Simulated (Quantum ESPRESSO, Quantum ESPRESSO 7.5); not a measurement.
# Rh(111): thickness series by an ASE script

How thick must a slab of Rh(111) be?

Main program and level: Quantum ESPRESSO 7.5; plane-wave DFT, PBE, GBRV ultrasoft pseudopotentials.

**What experiment says.**

“Anisotropic work function of elemental crystals” (2019, arxiv:1902.07811) quotes from earlier work for Rh (clean (111) face): work function (clean (111) face) 5.46 eV.

Report form: the programs' logs are mostly left out.

## 1. The structure

The cell holds 8 atoms: 8 Rh. Cell: a = 2.687 Å, b = 2.687 Å, c = 30.358 Å, α = 90.0°, β = 90.0°, γ = 60.0°. It derives from Rh. Vacuum lies along c.

As a file:

```
CELL_PARAMETERS angstrom
2.68701 0.00000 0.00000
1.34350 2.32702 0.00000
0.00000 0.00000 30.35752
ATOMIC_POSITIONS crystal
Rh 0.66667 0.66667 0.24706
Rh 0.00000 0.00000 0.31933
Rh 0.33333 0.33333 0.39160
Rh 0.66667 0.66667 0.46387
Rh 0.00000 0.00000 0.53613
Rh 0.33333 0.33333 0.60840
Rh 0.66667 0.66667 0.68067
Rh 0.00000 0.00000 0.75294
```

## 2. The script

ASE writes the inputs, starts pw.x and reads the results. Under ESM bc1 the zero of energy of a symmetric slab is the vacuum, so the work function is minus the Fermi level.

The input, run.py:

```python
import json
import numpy as np
from ase.build import fcc111
from ase.calculators.espresso import Espresso, EspressoProfile

profile = EspressoProfile(command='mpirun -n 4 pw.x -nk 4', pseudo_dir='../pseudo')
pseudopotentials = {'Rh': 'rh_pbe_v1.4.uspp.F.UPF'}
system = {'ecutwfc': 40, 'ecutrho': 200, 'occupations': 'smearing', 'smearing': 'mv', 'degauss': 0.02}


def calculator(name, kpts, **extra):
    data = dict(control=dict(tprnfor=True, verbosity='high', disk_io='none'),
                system=system | extra,
                electrons=dict(conv_thr=1e-07, mixing_beta=0.4, mixing_mode='local-TF',
                               electron_maxstep=100))
    return Espresso(profile=profile, directory=name, pseudopotentials=pseudopotentials, kpts=kpts, input_data=data)


def centre(atoms):
    z = atoms.positions[:, 2]
    atoms.positions[:, 2] -= (z.max() + z.min()) / 2  # ESM wants the slab about z = 0
    return atoms


rows = []
for n in [3, 4, 5, 6, 7, 8]:
    slab = centre(fcc111('Rh', size=(1, 1, n), a=3.8, vacuum=7.5, periodic=True))
    slab.set_initial_magnetic_moments([0.0] * n)
    slab.calc = calculator(f'n{n}', (12, 12, 1), assume_isolated='esm', esm_bc='bc1')
    energy = slab.get_potential_energy()
    work = -slab.calc.get_fermi_level()
    force = slab.get_forces()[-1, 2]
    rows.append([n, energy, work, force])
    print(f'{n} layers: E = {energy:.5f} eV, work function {work:.3f} eV, force on the top atom {force:+.3f} eV/A')

n, energy = np.array(rows)[:, :2].T
slope, offset = np.polyfit(n[1:], energy[1:], 1)
area = np.linalg.norm(np.cross(*slab.cell[:2]))
gamma = offset / (2 * area) * 16.0218
print(f'bulk energy from the slope {slope:.5f} eV an atom; unrelaxed surface energy {gamma:.3f} J/m^2')
json.dump(dict(rows=rows, slope=slope, gamma=gamma), open('result.json', 'w'))
```

Launch:

```console
OMP_NUM_THREADS=1 python run.py
```

Wall time 7.9 min (4 MPI ranks of Arm Neoverse V2, shared host); peak memory 0.85 GiB; 31 min of CPU time.

Read from the output:

```
surface energy                     : 2.018 J/m²
work function of the thickest slab : 5.175 eV
```

Work function against layers:

| layers | work function (eV) |
| --- | --- |
| 3.00 | 5.13 |
| 4.00 | 5.17 |
| 5.00 | 5.17 |
| 6.00 | 5.16 |
| 7.00 | 5.17 |
| 8.00 | 5.18 |

Force on the top atom along the normal against layers:

| layers | force on the top atom along the normal (eV/Å) |
| --- | --- |
| 3.00 | -0.212 |
| 4.00 | -0.0483 |
| 5.00 | -0.0400 |
| 6.00 | -0.0791 |
| 7.00 | -0.0602 |
| 8.00 | -0.0673 |

Table of energy less the bulk line's slope by layers:

| layers | energy less the bulk line's slope (meV) |
| --- | --- |
| 3.00 | 1578 |
| 4.00 | 1576 |
| 5.00 | 1578 |
| 6.00 | 1566 |
| 7.00 | 1580 |
| 8.00 | 1574 |

## 3. The script: PBE, SG15 norm-conserving

Level of this step: plane-wave DFT, PBE, SG15 norm-conserving pseudopotentials (Quantum ESPRESSO 7.5).

run.py, as its differences from the input of step 2:

```diff
@@ -6,4 +6,4 @@
 profile = EspressoProfile(command='mpirun -n 4 pw.x -nk 4', pseudo_dir='../pseudo')
-pseudopotentials = {'Rh': 'rh_pbe_v1.4.uspp.F.UPF'}
-system = {'ecutwfc': 40, 'ecutrho': 200, 'occupations': 'smearing', 'smearing': 'mv', 'degauss': 0.02}
+pseudopotentials = {'Rh': 'Rh_ONCV_PBE-1.2.upf'}
+system = {'ecutwfc': 60, 'ecutrho': 240, 'occupations': 'smearing', 'smearing': 'mv', 'degauss': 0.02}
```

Launch:

```console
OMP_NUM_THREADS=1 python run.py
```

Wall time 18 min (4 MPI ranks); peak memory 1 GiB; 73 min of CPU time.

Numbers from this step:

- surface energy: 2.007 J/m²
- work function of the thickest slab: 5.167 eV

Table of work function by layers:

| layers | work function (eV) |
| --- | --- |
| 3.00 | 5.12 |
| 4.00 | 5.16 |
| 5.00 | 5.16 |
| 6.00 | 5.16 |
| 7.00 | 5.16 |
| 8.00 | 5.17 |

The force on the top atom along the normal by layers:

| layers | force on the top atom along the normal (eV/Å) |
| --- | --- |
| 3.00 | -0.224 |
| 4.00 | -0.0495 |
| 5.00 | -0.0559 |
| 6.00 | -0.0773 |
| 7.00 | -0.0606 |
| 8.00 | -0.0738 |

Table of energy less the bulk line's slope by layers:

| layers | energy less the bulk line's slope (meV) |
| --- | --- |
| 3.00 | 1569 |
| 4.00 | 1567 |
| 5.00 | 1569 |
| 6.00 | 1557 |
| 7.00 | 1571 |
| 8.00 | 1566 |

## 4. Worked from the printed numbers

γ = (E_N − N e_bulk)/(2A). The excess of the thickest slab is 1.574 eV and A = 6.253 Å²: 1.574/(2 × 6.253) × 16.02 = 2.02 J/m² (1 eV/Å² = 16.02 J/m²); the fit's intercept gives 2.02.

## 5. Summary of results

```
work function of the thickest slab, PBE, GBRV ultrasoft       : 5.18 eV
unrelaxed surface energy, PBE, GBRV ultrasoft                 : 2.02 J/m²
work function of the thickest slab, PBE, SG15 norm-conserving : 5.17 eV
unrelaxed surface energy, PBE, SG15 norm-conserving           : 2.01 J/m²
```

The thickest slab gives a work function of 5.18 eV and the series an unrelaxed surface energy of 2.02 J/m² (PBE, GBRV ultrasoft). The work function swings by 0.05 eV over 3 to 8 layers and by 0.00 eV over the last step; confined states crossing the Fermi level and the finite mesh both contribute. From 3 layers on it stays within 0.1 eV. The force on the top atom of the thickest slab points inwards (0.07 eV/Å). The slabs are cut from the bulk at the tabulated lattice constant and not relaxed; the surface energy comes from a straight line through the energies of all but the thinnest slab.

Computed beside measured:

| quantity | measured | PBE, GBRV | PBE, SG15 |
| --- | --- | --- | --- |
| work function (clean (111) face) (eV) | 5.46 | 5.18 (-0.28 eV) | 5.17 (-0.29 eV) |

Measured values from arxiv:1902.07811 (2019).

How well it matches: The grades are ours: good and fair within 3 and 7 % for the work function. Other measurements of the same face can differ from the value quoted by 0.1 to 0.2 eV.

[Logs are printed without paths, hosts, clocks, repeated set-up lines and the standing remarks that a program may print on its own settings, such as how far it seeks lower states.]

[Hosts, paths, dates, database ids (printed as entryN), source tags and the programs' standing remarks are cut or masked in the printed files.]

[Maps of the electrostatic potential energy from Ansatz leave out the sawtooth potential of an applied field or a dipole correction, so their vacuum need not be flat; planar profiles and work functions include it.]
